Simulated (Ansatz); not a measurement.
# Is LiTa2 in the C11b ordering a stable metal?, part 3 of 3

The plan: relax LiTa2 in the C11b ordering, check its phonons, and, if the lattice is stable, compute its Eliashberg function and ρ(T).

Ansatz 0.2.0; DFT PBE, scalar-relativistic, plane waves, PAW.

So far, highest frequency, solved or plainly interpolated (cm⁻¹): step 5 (lattice stability: q 2×2×2, k 6×6×6) 475. Also lowest frequency on the path (cm⁻¹): step 5 -57.4. The relaxed cell has a = 3.363, c = 8.754 Å (conventional setting).

The structure was built from a prototype and need not be the compound's stable phase.

## Step 6: Phonons: q 2×2×2, k 8×8×8

An imaginary mode on so few k-points may come from the sampling, so the phonons are repeated with another k mesh.

Input file input.yaml:

```yaml
crystal:
  lattice:
    - [3.3634950796, 0.0, 1.6624e-06]
    - [0.0, 3.3634950796, 1.6624e-06]
    - [1.6817453764, 1.6817453764, 4.3770805045]
  atoms:
    - { symbol: Li, position: [0.0, 0.0, 0.0] }
    - { symbol: Ta, position: [0.6645889671, 0.6645889671, 0.6708220658] }
    - { symbol: Ta, position: [0.3354110329, 0.3354110329, 0.3291779342] }
kpoints:
  mp_grid: { grid: [8, 8, 8] }
hamiltonian:
  xc: pbe
scf:
  occupations: { method: methfessel_paxton, width: 0.2 }
output:
  eigenvalues: true
phonons:
  method: dfpt
  qmesh: [2, 2, 2]
  temperatures: { t_max: 1000, t_step: 50 }
  qpath:
    path:
      - [[0.0, 0.0, 0.0], [0.5, 0.5, 0.5], [0.5, 0.5, 0.75], [0.5, 0.0, 0.5], [0.0, 0.0, 0.0], [0.0, 0.0, 0.5], [0.4261887, 0.0, 0.71309435]]
      - [[0.5738113, 0.0, 0.28690565], [0.0, 0.0, 0.0]]
      - [[0.5, 0.5, 0.5], [0.5738113, 0.4261887, 0.5]]
      - [[0.4261887, 0.4261887, 0.9261887], [0.0, 0.0, 0.5]]
    npoints: 10
```

The mesh is denser.

Command:

```bash
$ ansatz run input.yaml --threads 4 --pin off --max-ram 8192MiB --backend cpu --events-out ev --progress --plain --runs-dir out
```

Numbers of over 12 decimals in the logs are rounded to 6 here.

The log of the run:

```text
[...]
Crystal: 3 atoms, lattice volume = 49.518 Å³
Basis set: ecut = 420 eV, 987 PW (Γ), exchange–correlation on 72×72×72 points (8 copies of the dense FFT grid, shifted against one another)
Bands: 19, of which v1, the nominal top of the filled ones, is band 15 counted from 1 (14 counted from 0)
Symmetry: 16 space group operations
k-points: 59 of 512
[...]
SCF iter   1: F=—  HF=-20067.880583 eV  |F-HF|=—  |Δ(HF+E_count)|=         —  Δρ=5.71e-3  dr2=2.21e-2  ethr=1.77e-3  ⟨swp⟩=4.8  Hψ=4876  notcnv=0
[...]
SCF iter   9: F=-20067.876186 eV  HF=-20067.876186 eV  |F-HF|=3.64e-12  |Δ(HF+E_count)|=  7.28e-12  S|Δr|=    0.00e0  Δρ=3.47e-8  dr2=4.25e-13  ethr=1.00e-12  ⟨swp⟩=5.1  Hψ=4274  notcnv=0
[...]
SCF 1 converged in 9 iterations: F = -20067.876186 eV  dr2 = 4.25e-13
[...]
SCF converged after 9 iterations
[...]
Free energy (F): -20067.876186 eV
[...]
Internal energy: -20067.877246 eV  (E = F + TS)
E sigma→0 (E₀):  -20067.876451 eV
Entropy (-TS):   0.001060 eV (0.353 meV/atom)
Fermi energy:    14.151812 eV
[...]
--- Band table (eV; the first three rows and the last of 59) ---
  k-point 0: bands = [... 11 lower, 11.6411, 14.1544, 15.1132, 15.2782, 15.5226, 15.5226, 15.7845, 15.7845]
  k-point 1: bands = [... 11 lower, 11.5668, 13.8951, 15.1213, 15.1213, 15.2834, 15.3060, 16.3101, 16.3101]
  k-point 2: bands = [... 11 lower, 11.4065, 13.2176, 14.7436, 14.7436, 15.3762, 15.6916, 17.0582, 17.0582]
  k-point 58: bands = [... 11 lower, 12.3344, 12.3344, 14.0340, 14.0340, 15.2582, 18.3685, 18.3685, 18.5937]
[...]
ASR residual: 1.267e-5 → 0.000e0 eV/Å²; symmetrization residual: 1.910e-4 eV/Å²
  ASR residual per site (eV/Å²): 4.78e-6 1.27e-5 1.27e-5
  Γ frequencies (cm⁻¹): 0.00 0.00 0.00 128.46 128.46 149.82 440.35 473.38 473.38
--- Phonons (arbitrary-q DFPT): 4 irreducible q on the 2×2×2 mesh ---
[...]
interpolated dispersion: 94 rows × 9 modes
[...]
```

Elapsed: 53 s, on 4 threads of Arm Neoverse V2, shared host; peak memory 0.85 GiB; 3.4 min of CPU time.

Numbers from this step:

```
share of imaginary modes in the plain interpolation between solved wavevectors : 0.0074
```

Solved on the 2×2×2 mesh alone; all other wavevectors are interpolated. The phonon branches at the labelled points (cm⁻¹):

| point | branch 1 | branch 2 | branch 3 | branch 4 | branch 5 | branch 6 | branch 7 | branch 8 | branch 9 |
| --- | --- | --- | --- | --- | --- | --- | --- | --- | --- |
| Γ | 0 | 0 | 0 | 128 | 128 | 150 | 440 | 473 | 473 |
| halfway | -12 | 70 | 96 | 106 | 118 | 137 | 440 | 463 | 471 |
| X | -50 | 77 | 94 | 94 | 117 | 127 | 450 | 455 | 463 |
| halfway | -39 | 65 | 95 | 97 | 117 | 127 | 450 | 456 | 462 |
| P | 33 | 33 | 97 | 97 | 118 | 127 | 450 | 459 | 459 |
| halfway | 61 | 76 | 95 | 100 | 124 | 125 | 443 | 458 | 466 |
| N | 75 | 92 | 99 | 111 | 116 | 136 | 435 | 457 | 473 |
| halfway | 42 | 66 | 80 | 118 | 123 | 141 | 438 | 465 | 474 |
| Γ | 0 | 0 | 0 | 128 | 128 | 150 | 440 | 473 | 473 |
| halfway | 43 | 43 | 70 | 122 | 122 | 163 | 443 | 468 | 468 |
| M | 67 | 67 | 98 | 111 | 111 | 174 | 445 | 463 | 463 |
| halfway | 72 | 74 | 83 | 118 | 128 | 163 | 442 | 459 | 465 |
| S | 85 | 86 | 86 | 117 | 132 | 133 | 437 | 455 | 471 |
| jump to S0 | 85 | 86 | 86 | 117 | 132 | 133 | 437 | 455 | 471 |
| halfway | 58 | 73 | 75 | 114 | 121 | 135 | 437 | 464 | 475 |
| Γ | 0 | 0 | 0 | 128 | 128 | 150 | 440 | 473 | 473 |
| jump to X | -50 | 77 | 94 | 94 | 117 | 127 | 450 | 455 | 463 |
| halfway | -45 | 77 | 93 | 95 | 118 | 127 | 450 | 455 | 463 |
| R | -24 | 78 | 91 | 97 | 121 | 125 | 449 | 456 | 463 |
| jump to G | -24 | 78 | 91 | 97 | 121 | 125 | 449 | 456 | 463 |
| halfway | 71 | 80 | 91 | 113 | 123 | 153 | 442 | 461 | 462 |
| M | 67 | 67 | 98 | 111 | 111 | 174 | 445 | 463 | 463 |

The phonon branches as a text plot (rows in cm⁻¹; labels by their first letter):

```
    464 |********************************************************
    442 |********************************************************
    420 |
    398 |
    376 |
    355 |
    333 |
    311 |
    289 |
    267 |
    245 |
    223 |
    201 |
    180 |                              ****                    **
    158 |*                        *****    ***       **     ***
    136 |*****************************      **************** *
    114 | ************************    ***************  **********
     92 |   ********************       ****** *****    **********
     70 |  * ** *****   *********     * ******   ***   **********
     48 | ***          **      ***   ***           **    *
     26 |**          **          *** *              ***
      5 |****                      **                 *
    -17 |    **
    -39 |      ******                                  **
         Γ        X  P      N      Γ     M    S|S     ΓR|G      M
```

Lowest modes at the softest wavevector of the mesh. Modes at q = (0.500, 0.500, 0.000), with each element's share of the kinetic energy (negative means imaginary):

| mode | frequency (cm⁻¹) | Li % | Ta % |
| --- | --- | --- | --- |
| 1 | -50.1 | 3 | 97 |
| 2 | 77.1 | 0 | 100 |
| 3 | 93.7 | 0 | 100 |
| 4 | 94.1 | 2 | 98 |
| 5 | 117.1 | 0 | 100 |
| 6 | 127.3 | 0 | 100 |

Displacements in mode 1 (-50.1 cm⁻¹), the largest set to 1, in the home cell:
```
Li1 -1.00 -1.00  0.00
Ta2 -0.80 -0.80  0.00
Ta3 -0.80 -0.80  0.00
```

Displacements in mode 5 (117.1 cm⁻¹), the largest set to 1, in the home cell:
```
Li1  0.00  0.00 -0.17
Ta2  0.00  0.00 -1.00
Ta3  0.00  0.00 -1.00
```

The modes has structure finer than the step of the table below, so its rows give means over 20 cm⁻¹, whole bins alone (the curve runs from -59.6 to 499 cm⁻¹). Peaks (cm⁻¹: height): Li 439.4: 0.0746, 464.0: 0.104; Ta 91.5: 0.081, 119.6: 0.0955.

Phonopy on the run's constants, 19x19x13 mesh, Gaussian sigma 4.0 cm⁻¹. The modes by wavenumber; means over each step; values in 1/cm⁻¹/cell:

| wavenumber (cm⁻¹) | Li | Ta |
| --- | --- | --- |
| -40 | 4.0e-5 | 0.00142 |
| -20 | 3.9e-5 | 0.00149 |
| 0 | 1.9e-5 | 8.1e-4 |
| 20 | 1.1e-4 | 0.00556 |
| 40 | 2.5e-4 | 0.0143 |
| 60 | 3.4e-4 | 0.0317 |
| 80 | 3.1e-4 | 0.0595 |
| 100 | 4.2e-4 | 0.0621 |
| 120 | 4.9e-4 | 0.0772 |
| 140 | 1.2e-4 | 0.0344 |
| 160 | 2.7e-5 | 0.00830 |
| 180 | 4.3e-6 | 7.5e-4 |
| 200 | 0 | 0 |
| 220 | 0 | 0 |
| 240 | 0 | 0 |
| 260 | 0 | 0 |
| 280 | 0 | 0 |
| 300 | 0 | 0 |
| 320 | 0 | 0 |
| 340 | 0 | 0 |
| 360 | 0 | 0 |
| 380 | 0 | 0 |
| 400 | 0 | 0 |
| 420 | 0.00101 | 2.0e-5 |
| 440 | 0.0466 | 6.8e-4 |
| 460 | 0.0791 | 0.00121 |
| 480 | 0.0209 | 2.6e-4 |

No LO-TO term; unit eigenvectors of the mass-weighted matrix. The modes at Γ (shares of kinetic energy by element, %):

| mode | frequency (cm⁻¹) | symmetry | Li % | Ta % |
| --- | --- | --- | --- | --- |
| 1 | 0.0 | unnamed | 2 | 98 |
| 2 | 0.0 | unnamed | 2 | 98 |
| 3 | 0.0 | unnamed | 2 | 98 |
| 4 | 128.5 | Eg | 0 | 100 |
| 5 | 128.5 | Eg | 0 | 100 |
| 6 | 149.8 | A1g | 0 | 100 |
| 7 | 440.4 | A2u | 98 | 2 |
| 8 | 473.4 | Eu | 98 | 2 |
| 9 | 473.4 | Eu | 98 | 2 |

Displacements in mode 5 (128.5 cm⁻¹), the largest set to 1:
```
Li1  0.00  0.00  0.00
Ta2  1.00  0.56  0.00
Ta3 -1.00 -0.56  0.00
```

Displacements in mode 8 (473.4 cm⁻¹), the largest set to 1:
```
Li1 -0.10  1.00  0.00
Ta2  0.00 -0.02  0.00
Ta3  0.00 -0.02  0.00
```

Among the solved wavevectors the lowest mode, translations apart, is -50.1 cm⁻¹, imaginary.

## Step 7: Lattice stability: Fermi–Dirac smearing of 0.3 eV

The phonons are repeated on the same meshes with a wide Fermi–Dirac smearing, to see whether the soft mode comes from sharp features of the Fermi surface.

input.yaml, as its differences from that of step 6:

```diff
@@ -14,3 +14,3 @@
 scf:
-  occupations: { method: methfessel_paxton, width: 0.2 }
+  occupations: { method: fermi_dirac, width: 0.3 }
 output:
```

The log of the run:

```text
band count auto-derived: 20 (N_el = 29.0; filled up to band 15; 19 by the electrons, moments and atoms)
[...]
Crystal: 3 atoms, lattice volume = 49.518 Å³
Basis set: ecut = 420 eV, 987 PW (Γ), exchange–correlation on 72×72×72 points (8 copies of the dense FFT grid, shifted against one another)
Bands: 20, of which v1, the nominal top of the filled ones, is band 15 counted from 1 (14 counted from 0)
Symmetry: 16 space group operations
k-points: 59 of 512
[...]
SCF iter   1: F=—  HF=-20068.253505 eV  |F-HF|=—  |Δ(HF+E_count)|=         —  Δρ=4.82e-3  dr2=2.56e-2  ethr=1.77e-3  ⟨swp⟩=5.2  Hψ=5068  notcnv=0
[...]
SCF iter   9: F=-20068.247715 eV  HF=-20068.247715 eV  |F-HF|=3.64e-12  |Δ(HF+E_count)|=  1.46e-11  Δρ=4.24e-8  dr2=6.90e-13  ethr=1.00e-12  ⟨swp⟩=5.0  Hψ=4486  notcnv=0
SCF 1 converged in 9 iterations: F = -20068.247715 eV  dr2 = 6.90e-13
[...]
SCF converged after 9 iterations
Free energy (F): -20068.247715 eV
[...]
Internal energy: -20067.463105 eV  (E = F + TS)
E sigma→0 (E₀):  -20067.855410 eV
Entropy (-TS):   -0.784610 eV (-261.537 meV/atom)
Fermi energy:    14.238986 eV
[...]
--- Band table (eV; the first three rows and the last of 59) ---
  k-point 0: bands = [... 11 lower, 11.6350, 14.1858, 15.1168, 15.2823, 15.5444, 15.5444, 15.7984, 15.7984, ... 1 higher]
  k-point 1: bands = [... 11 lower, 11.5609, 13.9263, 15.1410, 15.1410, 15.2867, 15.3101, 16.3261, 16.3261, ... 1 higher]
  k-point 2: bands = [... 11 lower, 11.4011, 13.2502, 14.7637, 14.7637, 15.3801, 15.6945, 17.0741, 17.0741, ... 1 higher]
  k-point 58: bands = [... 11 lower, 12.3500, 12.3500, 14.0350, 14.0350, 15.2943, 18.3762, 18.3762, 18.6013, ... 1 higher]
[...]
ASR residual: 1.341e-3 → 0.000e0 eV/Å²; symmetrization residual: 1.913e-4 eV/Å²
  ASR residual per site (eV/Å²): 1.58e-5 1.34e-3 1.34e-3
  Γ frequencies (cm⁻¹): 0.00 0.00 0.00 122.10 122.10 143.58 446.71 465.05 465.05
--- Phonons (arbitrary-q DFPT): 4 irreducible q on the 2×2×2 mesh ---
[...]
interpolated dispersion: 94 rows × 9 modes
[...]
```

The job ended after 57 s (4 threads; peak memory 0.87 GiB).

This step gave:

- share of imaginary modes in the plain interpolation between solved wavevectors: 0.0058
- highest frequency, solved or plainly interpolated: 467.9 cm⁻¹

Solved on the 2×2×2 mesh alone; all other wavevectors are interpolated. Phonon branches along the path, in cm⁻¹:

| point | branch 1 | branch 2 | branch 3 | branch 4 | branch 5 | branch 6 | branch 7 | branch 8 | branch 9 |
| --- | --- | --- | --- | --- | --- | --- | --- | --- | --- |
| Γ | 0 | 0 | 0 | 122 | 122 | 144 | 447 | 465 | 465 |
| halfway | 12 | 69 | 96 | 102 | 127 | 136 | 447 | 456 | 462 |
| X | -44 | 70 | 100 | 110 | 122 | 135 | 447 | 454 | 454 |
| halfway | -35 | 58 | 106 | 110 | 120 | 135 | 448 | 453 | 454 |
| P | 27 | 27 | 110 | 115 | 115 | 135 | 450 | 450 | 454 |
| halfway | 56 | 71 | 104 | 107 | 127 | 129 | 447 | 452 | 458 |
| N | 72 | 95 | 101 | 109 | 115 | 136 | 443 | 450 | 467 |
| halfway | 42 | 67 | 81 | 117 | 118 | 135 | 446 | 457 | 466 |
| Γ | 0 | 0 | 0 | 122 | 122 | 144 | 447 | 465 | 465 |
| halfway | 39 | 39 | 71 | 114 | 114 | 154 | 448 | 461 | 461 |
| M | 63 | 63 | 101 | 102 | 102 | 162 | 450 | 456 | 456 |
| halfway | 70 | 74 | 79 | 111 | 125 | 154 | 448 | 452 | 459 |
| S | 80 | 82 | 95 | 114 | 132 | 132 | 445 | 448 | 465 |
| jump to S0 | 80 | 82 | 95 | 114 | 132 | 132 | 445 | 448 | 465 |
| halfway | 61 | 73 | 75 | 116 | 118 | 130 | 445 | 456 | 468 |
| Γ | 0 | 0 | 0 | 122 | 122 | 144 | 447 | 465 | 465 |
| jump to X | -44 | 70 | 100 | 110 | 122 | 135 | 447 | 454 | 454 |
| halfway | -38 | 71 | 100 | 110 | 122 | 134 | 448 | 454 | 454 |
| R | -10 | 72 | 102 | 109 | 122 | 132 | 448 | 453 | 454 |
| jump to G | -10 | 72 | 102 | 109 | 122 | 132 | 448 | 453 | 454 |
| halfway | 74 | 82 | 88 | 108 | 122 | 147 | 448 | 454 | 455 |
| M | 63 | 63 | 101 | 102 | 102 | 162 | 450 | 456 | 456 |

The phonon branches as a text plot (rows in cm⁻¹; labels by their first letter):

```
    457 |********************************************************
    436 |****            **********           *********
    415 |
    393 |
    372 |
    351 |
    329 |
    308 |
    287 |
    265 |
    244 |
    223 |
    201 |
    180 |
    159 |                             *******                ****
    137 |*****************************       ****  **********
    116 |**** **************************  ***********************
     95 |   ********    ********       ****   *****    **********
     74 |  * *******     ***** **     *   **********   **********
     52 | ***       *  ***    ****   * ***         **    *
     31 |**          **          **  **             **
     10 |*****                    ***                 *
    -12 |     *                                         *
    -33 |      ******                                  *
         Γ        X  P      N      Γ     M    S|S     ΓR|G      M
```

Lowest modes at the softest wavevector of the mesh. The modes at q = (0.500, 0.500, 0.000) (shares of kinetic energy by element, %) (negative means imaginary):

| mode | frequency (cm⁻¹) | Li % | Ta % |
| --- | --- | --- | --- |
| 1 | -43.7 | 3 | 97 |
| 2 | 70.4 | 0 | 100 |
| 3 | 99.9 | 3 | 97 |
| 4 | 109.5 | 0 | 100 |
| 5 | 121.7 | 0 | 100 |
| 6 | 135.0 | 0 | 100 |

Displacements in mode 1 (-43.7 cm⁻¹), the largest set to 1, in the home cell:
```
Li1 -1.00 -1.00  0.00
Ta2 -0.82 -0.82  0.00
Ta3 -0.82 -0.82  0.00
```

Displacements in mode 6 (135.0 cm⁻¹), the largest set to 1, in the home cell:
```
Li1  0.00  0.00  0.00
Ta2  0.00  0.00  1.00
Ta3  0.00  0.00 -1.00
```

Among the solved wavevectors the lowest mode, translations apart, is -43.7 cm⁻¹, imaginary.

## Step 8: Summary of results

```json
{
  "phonon run of the rows without a label of their own": "PBE, q 2×2×2, k 8×8×8",
  "softest mode on the q mesh": "-50.1 cm⁻¹ at q = (0.5, 0.5, 0)",
  "highest frequency, solved or plainly interpolated": "475 cm⁻¹"
}
```

In words: The lattice is dynamically unstable at this level: a mode at q = (0.5, 0.5, 0) is imaginary, 50.1i cm⁻¹, so no harmonic coupling constant or resistivity is defined for this structure. These meshes are coarse, and single modes of a metal can move by tens of cm⁻¹ with the k mesh. Spin–orbit coupling, left out here, matters for Ta. The structure was built by hand as an ordered model, and its stability against other phases was not tested.

[Logs are printed without paths, hosts, clocks, repeated set-up lines and the standing remarks that a program may print on its own settings, such as how far it seeks lower states.]

[Hosts, paths, dates, database ids (printed as entryN), source tags and the programs' standing remarks are cut or masked in the printed files.]
